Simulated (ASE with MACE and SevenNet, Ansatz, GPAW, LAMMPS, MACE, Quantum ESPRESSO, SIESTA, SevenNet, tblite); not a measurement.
# Machine-learned potentials on glassy 75SrO-25TiO2 (mol %) (63 atoms): settings against a plane-wave reference

Aim: run glassy 75SrO-25TiO2 (mol %) (63 atoms) in machine-learned potentials and see how near its forces come to a plane-wave reference, and at what cost.

Method: the method is named at each step, in ASE with MACE and SevenNet.

### 1. The starting structure

The cell holds 63 atoms: 21 Sr, 7 Ti and 35 O. Cell: a = 9.996 Å, b = 9.996 Å, c = 9.996 Å, α = 90.0°, β = 90.0°, γ = 90.0°. 63 atoms (21 Sr, 7 Ti, 35 O) placed at random at 4.92 g/cm³, melted at 4000 K for 10 ps at fixed volume with the Morse and Coulomb pair potential with partial charges (Pedone, Malavasi, Menziani, Cormack and Segre, J. Phys. Chem. B 110, 11780 (2006)). Quenched from 4000 K to 300 K at 25 K/ps and fixed volume, held 10 ps at zero pressure.

The yardstick, on the same geometry:

* method: Kohn-Sham DFT, PBE, PAW, plane waves (Ansatz 0.2.0); cutoff 420 eV, Γ point, fermi-dirac smearing of 0.05 eV; PAW set soft_2
* r.m.s. force component: 0.6482 eV/Å
* longest force: 1.942 eV/Å
* pressure: -0.4079 GPa
* gap (highest filled to lowest empty level): 2.442 eV
* SCF cycles: 11
* time: 15 s on 4 threads of Arm Neoverse V1, shared host
* CPU time: 55 s

### 2. MACE MP-0b3 medium potential

Method: machine-learned interatomic potential MACE MP-0b3 medium, trained on PBE(+U) plane-wave data.

The input, run.py:

```python
import numpy as np
from ase.io import read
import mlip  # loads the published weights by name

atoms = read("structure.xyz")
atoms.calc = mlip.calc("mace-mp-0b3-medium")
energy = atoms.get_potential_energy()
forces = atoms.get_forces()
print(f"energy {energy:.6f} eV")
print("forces (eV/A)")
for i, (a, f) in enumerate(zip(atoms, forces)):
    print(f"{i:4d} {a.symbol:2s} {f[0]:10.5f} {f[1]:10.5f} {f[2]:10.5f}")
stress = -atoms.get_stress(voigt=False) * 160.21766
print("stress (GPa, compression positive)")
for row in stress:
    print(" ".join(f"{x:10.4f}" for x in row))
```

The input, structure.xyz:

```xyz
63
Lattice="9.99563 0.00000 0.00000 0.00000 9.99563 0.00000 0.00000 0.00000 9.99563" Properties=species:S:1:pos:R:3 pbc="T T T"
Sr 5.41923 9.80631 8.23360
Sr 3.13393 7.38677 2.96870
Sr 2.21233 8.85883 9.63029
Sr 0.95048 0.21441 6.28075
Sr 5.07498 7.02503 6.32563
Sr 9.43947 1.94345 0.85013
Sr 8.97188 9.31953 9.80741
Sr 6.19119 3.79744 0.07807
Sr 0.63912 3.15932 7.73902
Sr 4.33041 4.08272 6.76754
Sr 3.15782 2.04621 9.11621
Sr 2.74100 0.98017 2.41065
Sr 4.13549 0.39203 5.46011
Sr 6.05005 0.87192 1.81011
Sr 5.51899 6.77574 0.39553
Sr 1.72784 3.50567 4.27333
Sr 7.75441 1.58361 4.34970
Sr 8.48519 5.77398 8.64062
Sr 6.82801 7.93243 3.62671
Sr 1.81621 6.57093 7.94852
Sr 0.66131 6.92587 5.14855
Ti 9.88578 9.34062 3.19880
Ti 7.98771 8.67261 6.66139
Ti 2.30019 4.88127 0.84933
Ti 9.54263 5.72190 2.11817
Ti 5.30268 4.20996 3.28666
Ti 7.52731 2.14156 7.82138
Ti 8.10935 4.87437 5.41733
O 9.47256 7.42555 2.72831
O 6.21198 9.22627 5.88843
O 7.92234 5.83485 1.21527
O 2.87055 5.87633 5.74779
O 8.83884 9.12421 5.04040
O 8.49269 3.31985 8.85243
O 6.34533 4.60599 4.78511
O 2.92092 6.68108 0.45720
O 5.17274 6.05625 3.02978
O 8.02789 9.84640 2.42314
O 4.73283 9.32043 3.26787
O 1.50054 8.88002 4.08192
O 6.50356 3.10424 2.46252
O 3.36493 8.66711 7.37238
O 4.13229 4.21736 1.46416
O 0.92190 0.82574 8.75067
O 7.62167 6.69497 5.85614
O 4.12760 0.31066 0.27218
O 7.16227 8.17023 8.38853
O 5.79707 5.42963 8.27258
O 7.89745 3.20600 6.21848
O 8.99547 4.90346 3.76395
O 1.52113 5.45152 2.69202
O 9.73075 8.09866 7.49063
O 5.67682 2.17465 7.68254
O 8.22790 0.60993 7.12009
O 2.50620 2.15516 6.48536
O 0.76896 9.67337 1.59100
[... 3 atom lines left out ...]
O 9.71755 5.08888 6.45728
O 4.23685 2.81687 4.03544
O 1.59430 3.03797 1.39219
O 2.63995 4.38288 9.05484
```

Command:

```sh
$ OMP_NUM_THREADS=1 python run.py > output.txt
```

What it wrote:

```text
energy -434.386970 eV
forces (eV/A)
   0 Sr    0.84410    0.06367    0.96848
   1 Sr    0.10266   -0.66334   -0.00899
   2 Sr    0.53382    1.31336    0.61252
   3 Sr   -0.71039   -0.57456    0.39000
   4 Sr    0.27874   -0.31043    0.29185
   5 Sr    0.99217    1.32088    0.88987
   6 Sr   -1.08935   -1.00297   -1.11575
   7 Sr    0.16565   -0.67349    0.29260
   8 Sr   -0.08074    0.70291   -0.01597
   9 Sr    0.28225   -0.70064   -0.71819
  10 Sr   -0.68715    0.40481   -0.04488
  11 Sr   -0.39772    0.16984   -0.14961
  12 Sr    0.27982    0.30386   -0.72634
  13 Sr   -1.18241   -0.43672   -0.82175
  14 Sr   -0.38904   -0.23867   -0.09811
  15 Sr   -0.00145    0.80563   -0.53318
  16 Sr    0.54233    0.01809    0.75238
  17 Sr   -0.51457    0.81865   -0.30412
  18 Sr    0.64947   -0.38123    0.08288
  19 Sr    0.70846   -1.34976   -0.23935
  20 Sr   -1.09998   -0.81959   -0.75634
  21 Ti   -0.26137    1.03411   -0.22870
  22 Ti    0.11726   -0.83020   -0.17585
  23 Ti    0.16634   -1.12732    1.31029
[...]
55 O     0.29260    0.01817   -1.17694
  56 O     0.64582   -0.16681   -1.62499
  57 O     0.27443    0.68558    0.36661
  58 O     0.39509   -0.23617    0.13073
  59 O     1.00407   -0.10708    0.99769
  60 O    -0.96426   -0.16807    0.34756
  61 O     0.14359   -0.55324   -0.30547
  62 O    -0.65759   -0.14779   -1.56472
stress (GPa, compression positive)
   -0.6675     1.1535    -0.4366
    1.1535     2.5685     0.5207
   -0.4366     0.5207     0.1913
```

The job ended after 8.7 s (1 thread of Arm Neoverse V1, shared host; peak memory 0.86 GiB).

Banners, paths, timers and routine set-up lines are dropped from the logs unmarked, and long logs keep their key lines alone; longer cuts are marked.

Compared with the plane-wave run:

```yaml
r_m_s_force_component: 0.6359 eV/Å
r_m_s_difference_of_force_components: 77.97 meV/Å
longest_difference_of_force_vectors: 394.5 meV/Å
force_difference_over_r_m_s_force: 12.03 %
slope_of_forces_against_the_reference_s: 0.974
correlation_of_force_components: 0.9928
pressure: 0.6974 GPa
pressure_difference: 1.105 GPa
```

Length of the force difference by element (eV/Å):

| element | atoms | mean | most |
| --- | --- | --- | --- |
| O | 35 | 0.11 | 0.22 |
| Sr | 21 | 0.11 | 0.24 |
| Ti | 7 | 0.19 | 0.39 |

A closer look about Sr3, which has 5 bonded neighbours where the commonest count for Sr is 7: 10 atoms, nearest first, numbered in the order of the input, with positions taken from that point.

| atom | x | y | z | distance (Å) | bonds | Fx | Fy | Fz (eV/Å) |
| --- | --- | --- | --- | --- | --- | --- | --- | --- |
| Sr3 | 0.00 | 0.00 | 0.00 | 0.00 | 5 | 0.53 | 1.31 | 0.61 |
| O36 | 0.71 | -2.18 | 0.82 | 2.43 | 5 | 0.62 | 1.10 | -0.03 |
| O46 | 1.92 | 1.45 | 0.64 | 2.48 | 5 | -0.53 | -0.54 | 0.58 |
| O44 | -1.29 | 1.96 | -0.88 | 2.51 | 6 | -0.31 | 0.36 | 0.70 |
| O42 | 1.15 | -0.19 | -2.26 | 2.54 | 6 | -0.27 | 0.03 | 0.06 |
| O56 | -1.44 | 0.81 | 1.96 | 2.56 | 5 | 0.29 | 0.02 | -1.18 |
| Sr20 | -0.40 | -2.29 | -1.68 | 2.87 | 7 | 0.71 | -1.35 | -0.24 |
| Sr7 | -3.24 | 0.46 | 0.18 | 3.27 | 7 | -1.09 | -1.00 | -1.12 |
| Sr11 | 0.95 | 3.18 | -0.51 | 3.36 | 6 | -0.69 | 0.40 | -0.04 |
| O52 | -2.48 | -0.76 | -2.14 | 3.36 | 6 | 0.79 | -0.34 | 0.37 |

Atoms are counted from 1 here, from 0 in the log.

Forces lie 12 % from the reference's, at 0.16 times its CPU time (on 1 against 4 cores).

### 3. SevenNet l3i5 potential

Method: machine-learned interatomic potential SevenNet l3i5, trained on PBE(+U) plane-wave data.

Changes to run.py since step 2:

```diff
@@ -5,3 +5,3 @@
 atoms = read("structure.xyz")
-atoms.calc = mlip.calc("mace-mp-0b3-medium")
+atoms.calc = mlip.calc("7net-l3i5")
 energy = atoms.get_potential_energy()
```

structure.xyz is that of step 2.

What it wrote:

```text
energy -434.346924 eV
forces (eV/A)
   0 Sr    0.91692   -0.00077    0.96639
   1 Sr    0.00189   -0.68761   -0.07423
   2 Sr    0.39114    1.23375    0.56806
   3 Sr   -0.82906   -0.59027    0.36274
   4 Sr    0.49067   -0.33097    0.30853
   5 Sr    0.95268    1.23206    0.98052
   6 Sr   -1.12907   -0.86182   -1.00337
   7 Sr    0.08694   -0.64665    0.32724
   8 Sr   -0.07140    0.68140    0.01087
   9 Sr    0.35003   -0.81993   -0.63198
  10 Sr   -0.76573    0.54752   -0.11681
  11 Sr   -0.42959    0.21549   -0.10421
  12 Sr    0.31678    0.35250   -0.79713
  13 Sr   -1.20116   -0.43194   -0.97566
  14 Sr   -0.43278   -0.30660   -0.09916
  15 Sr   -0.12290    0.74928   -0.67782
  16 Sr    0.64100    0.00103    0.82518
  17 Sr   -0.54133    0.87575   -0.32216
  18 Sr    0.75122   -0.40330    0.12242
  19 Sr    0.67871   -1.26798   -0.18125
  20 Sr   -1.13910   -0.75921   -0.79114
  21 Ti   -0.32587    1.09502   -0.30165
  22 Ti    0.20979   -0.85004   -0.23664
  23 Ti    0.24793   -1.28840    1.51137
[...]
55 O     0.35097    0.11257   -1.29213
  56 O     0.59701   -0.16849   -1.55015
  57 O     0.29712    0.74874    0.36828
  58 O     0.40894   -0.35299    0.13730
  59 O     1.16753   -0.17814    1.12239
  60 O    -1.03681   -0.26429    0.38070
  61 O     0.14148   -0.63978   -0.37698
  62 O    -0.71284   -0.18323   -1.80191
stress (GPa, compression positive)
   -1.4173     1.1697    -0.4485
    1.1697     1.8470     0.5462
   -0.4485     0.5462    -0.6577
```

Elapsed: 11 s, on 1 thread; peak memory 1.1 GiB.

Numbers from this run, and their distance from the reference:

| Item | Value |
| --- | --- |
| r.m.s. force component | 0.6619 eV/Å |
| r.m.s. difference of force components | 68.02 meV/Å |
| longest difference of force vectors | 278.7 meV/Å |
| force difference over r.m.s. force | 10.49 % |
| slope of forces against the reference's | 1.016 |
| correlation of force components | 0.9948 |
| pressure | -0.076 GPa |
| pressure difference | 0.3319 GPa |

Against the first run (12 %), the force difference from the reference is 10 %, at 1.3 times the CPU time.

### 4. MACE MPA-0 medium potential

Method: machine-learned interatomic potential MACE MPA-0 medium, trained on PBE(+U) plane-wave data.

Changes to run.py since step 3:

```diff
@@ -5,3 +5,3 @@
 atoms = read("structure.xyz")
-atoms.calc = mlip.calc("7net-l3i5")
+atoms.calc = mlip.calc("mace-mpa-0-medium")
 energy = atoms.get_potential_energy()
```

structure.xyz is that of step 3.

What it wrote:

```text
energy -433.972097 eV
forces (eV/A)
   0 Sr    0.87815    0.03018    1.03257
   1 Sr    0.00439   -0.78139   -0.03854
   2 Sr    0.43262    1.18619    0.42576
   3 Sr   -0.85692   -0.61132    0.36734
   4 Sr    0.40167   -0.44456    0.31368
   5 Sr    1.02270    1.24056    0.96503
   6 Sr   -1.12118   -0.71666   -1.02837
   7 Sr    0.13007   -0.60907    0.30835
   8 Sr   -0.10393    0.66370    0.01811
   9 Sr    0.38581   -0.70221   -0.63429
  10 Sr   -0.73662    0.46029   -0.07555
  11 Sr   -0.42637    0.07197   -0.14588
  12 Sr    0.25102    0.29864   -0.77743
  13 Sr   -1.10047   -0.54671   -0.85454
  14 Sr   -0.40941   -0.35502   -0.03242
  15 Sr   -0.09822    0.91865   -0.67452
  16 Sr    0.60073   -0.03603    0.78551
  17 Sr   -0.56750    0.94731   -0.29739
  18 Sr    0.74806   -0.40523    0.10447
  19 Sr    0.79152   -1.30887   -0.08933
  20 Sr   -1.22824   -0.71739   -0.81677
  21 Ti   -0.32433    1.02941   -0.34452
  22 Ti    0.18612   -0.75228   -0.23084
  23 Ti    0.14752   -1.15784    1.23366
[...]
55 O     0.31574    0.04781   -1.30171
  56 O     0.68705   -0.17838   -1.59264
  57 O     0.30902    0.73835    0.36790
  58 O     0.38548   -0.28740    0.01315
  59 O     1.11533   -0.15216    1.00753
  60 O    -1.05010   -0.25134    0.43252
  61 O     0.20011   -0.64865   -0.33283
  62 O    -0.69539   -0.19833   -1.68086
stress (GPa, compression positive)
   -0.9761     1.1978    -0.4261
    1.1978     2.2594     0.5735
   -0.4261     0.5735    -0.3970
```

Elapsed: 8.7 s, on 1 thread; peak memory 0.85 GiB.

Against the reference:

| Quantity | Value |
| --- | --- |
| r.m.s. force component | 0.657 eV/Å |
| r.m.s. difference of force components | 68.99 meV/Å |
| longest difference of force vectors | 207.6 meV/Å |
| force difference over r.m.s. force | 10.64 % |
| slope of forces against the reference's | 1.008 |
| correlation of force components | 0.9945 |
| pressure | 0.2954 GPa |
| pressure difference | 0.7033 GPa |

Against the first run (12 %), the force difference from the reference is 11 %, at 0.99 times the CPU time.

### 5. All runs compared

Differences are against the plane-wave reference, forces as r.m.s. over components; share is that over the reference's r.m.s. force, slope the least-squares factor from reference forces to these. Total energies of different programs have different zeros and aren't compared.

| run | Δ force, r.m.s. (meV/Å) | share (%) | slope | Δ pressure (GPa) | cores | CPU time | memory (GiB) |
| --- | --- | --- | --- | --- | --- | --- | --- |
| reference | - | - | - | - | 4 | 55 s | 1.2 |
| MACE MP-0b3 medium potential | 78.0 | 12.0 | 0.974 | 1.11 | 1 | 8.7 s | 0.86 |
| SevenNet l3i5 potential | 68.0 | 10.5 | 1.016 | 0.332 | 1 | 11 s | 1.1 |
| MACE MPA-0 medium potential | 69.0 | 10.6 | 1.008 | 0.703 | 1 | 8.6 s | 0.85 |

Times of the machine-learned potentials are mostly Python's start and the loading of weights.

CPU time is summed over cores on a shared host, where runs went side by side, so it is rough. Symmetry, cutoffs, thresholds, outputs and thread counts weren't matched or tuned between programs; memory under MPI is the largest rank's times the ranks.

### 6. Outcome

| Property | Result |
| --- | --- |
| nearest in forces | SevenNet l3i5 potential, 10 % |
| its CPU time | 11 s |

What this shows: Machine-learned potentials differ by 10 % (SevenNet l3i5 potential) to 12 % (MACE MP-0b3 medium potential); they were trained on other programs' data. Machine-learned potentials mimic data converged in k, so the reference's own k-point error enters their differences. The quench rate of 25 K/ps is many orders above laboratory rates, so the cell is likely richer in defects and strain than a real sample. The network of bonds at the start is that of the classical potential that made the cell, and needn't be the one that DFT or experiment would give. The reference's stress is far from hydrostatic: its diagonal is -1.8, 1.5, -0.9 GPa, compression counted positive. The electronic-structure runs sample only Γ, in a cell whose shortest periodic width is 10 Å.

[Also dropped from logs without a mark: logging warnings of Python, and SIESTA's first energy breakdown and zero terms.]

[Logs are printed without paths, hosts, clocks, repeated set-up lines and the standing remarks that a program may print on its own settings, such as how far it seeks lower states.]

[Hosts, paths, dates, database ids (printed as entryN), source tags and the programs' standing remarks are cut or masked in the printed files.]
